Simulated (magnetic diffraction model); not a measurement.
**Yb2Sb2S7Cl2 below its ordering temperature**

Space group C2/m (no. 12), a = 18.3680 Å, b = 4.6160 Å, c = 8.3070 Å, β = 113.95°.

```csv
site,atom,x,y,z
4i,Yb,0.3074,0,0.8362
4i,Sb,0.4628,1/2,0.1987
4i,Cl,0.1746,1/2,0.5587
4i,S,0.3234,1/2,0.0633
4i,S,0.4183,1/2,0.8456
2c,S,0,0,1/2
4i,S,0.4529,0,0.1646
```

The compound is invented for this exercise: a known structure type with other elements, its cell scaled to their sizes and not relaxed.

Only Yb is taken to order (form factors of Yb3+); orders and moment sizes are assumed, and not adapted to the symmetry. Radiation: neutrons of λ = 1.8 Å, 8° to 40°; isotropic B of 0.12 Å² (Yb), 0.12 Å² (Sb), 0.24 Å² (Cl) and 0.21 Å² (S). The intensities are simulated: I ∝ L Σ (|F_N|² + |F_M⊥|²) for unpolarised neutrons, with F_M = 2.695 fm/μB × Σ f(s) S exp(2πi Q·r) exp(−B s²) at Q = H ± k (one set where k and −k are equivalent), only the part normal to Q counting and L = 1/(sin²θ cos θ). For collinear order S is the moment m, which repeats by lattice and centring translations R with the sign exp(−2πi k·R). Form factors are spin-only for 3d ions and dipole or tabulated for f ions, scattering lengths are Sears's of 1992, and absorption is left out. A label names one of the reflections at its angle. The strongest nuclear line in the range is 100, and lines under 0.2 are left out.

Above the ordering temperature:

```csv
2θ (°),index,I
12.31,(2 0 0),23.9
13.62,(0 0 1),5.9
14.18,(2 0 -1),3.0
22.90,(4 0 -1),11.8
23.33,(1 1 0),0.3
24.77,(4 0 0),0.8
25.06,(2 0 -2),3.7
25.79,(1 1 -1),4.3
27.43,(0 0 2),0.6
28.38,(1 1 1),25.2
28.58,(4 0 -2),56.7
28.95,(3 1 -1),0.3
29.28,(3 1 0),100.0
33.01,(4 0 1),14.6
34.22,(6 0 -1),2.5
34.27,(1 1 -2),59.7
34.59,(2 0 2),18.5
34.74,(3 1 -2),9.1
35.59,(3 1 1),22.0
36.44,(6 0 -2),10.2
37.53,(6 0 0),21.0
38.19,(2 0 -3),1.5
```
(The table stops after 22 lines; 4 more lie at higher angle.)

Below it (cell unchanged):

```csv
2θ (°),I
12.31,23.9
12.46,0.9
13.62,5.9
14.18,3.0
17.09,4.2
17.99,1.8
22.90,11.8
23.33,0.3
24.77,0.8
25.06,3.7
25.52,3.3
25.71,4.1
25.79,4.3
26.14,5.6
26.38,8.0
26.68,10.3
27.23,0.9
27.43,0.6
28.38,25.2
28.39,1.1
28.58,56.7
28.95,0.3
29.28,100.0
31.55,0.5
32.11,1.4
32.31,1.9
33.01,14.6
33.70,3.0
33.92,0.8
34.22,2.5
34.27,59.7
34.59,18.5
34.74,9.1
35.59,22.0
35.75,4.1
36.44,10.2
```
(The table stops after 36 lines; 10 more lie at higher angle.)

**Question.** Find the propagation vector, then choose among these models:
A. collinear moments along [001], 2.6 μB on Yb; signs + at (0.3074, 0, 0.8362), − at (0.1926, 1/2, 0.1638)
B. collinear moments along [101], 2.6 μB on Yb; signs + at (0.3074, 0, 0.8362), − at (0.1926, 1/2, 0.1638)
C. collinear moments along [101], 2.6 μB on Yb; signs + at (0.3074, 0, 0.8362), + at (0.1926, 1/2, 0.1638)
D. collinear moments along [001], 2.6 μB on Yb; signs + at (0.3074, 0, 0.8362), + at (0.1926, 1/2, 0.1638)

The new lines index as (1 0 -1) at 12.46°, (1 0 1) at 17.09°, (3 0 -1) at 17.99° and (1 0 -2) at 25.52°, that is as H ± k with k = (1 0 0). The indices are whole but break the lattice centring, so the moments reverse under a centring translation, those with k·t a half-integer.

Magnetic intensity, observed (below minus above) and for each model:

| 2θ (°) | index | observed | A | B | C | D |
| --- | --- | --- | --- | --- | --- | --- |
| 12.46 | (1 0 -1) | 0.9 | <0.2 | 26.4 | 0.9 | <0.2 |
| 18.51 | (3 0 0) | <0.2 | 9.4 | <0.2 | <0.2 | 2.7 |
| 22.49 | (0 1 0) | <0.2 | 8.1 | 8.1 | <0.2 | <0.2 |
| 26.14 | (3 0 -2) | 5.6 | <0.2 | <0.2 | 5.6 | 0.5 |
| 26.38 | (0 1 1) | 8.0 | 2.4 | 2.9 | 8.0 | 6.6 |
| 26.68 | (2 1 -1) | 10.3 | 0.3 | 0.3 | 10.3 | 8.5 |
| 31.55 | (2 1 1) | 0.5 | 6.0 | 4.7 | 0.5 | 0.6 |
| 33.70 | (4 1 0) | 3.0 | <0.2 | <0.2 | 3.0 | 6.7 |

Model C matches.

The absence at (3 0 0) is telling: Q lies nearly along the moments there, so the part normal to Q vanishes.

The structure used: k = (1 0 0), collinear moments along [101], 2.6 μB on Yb; signs + at (0.3074, 0, 0.8362), + at (0.1926, 1/2, 0.1638).

[Logs are printed without paths, hosts, clocks, repeated set-up lines and the standing remarks that a program may print on its own settings, such as how far it seeks lower states.]
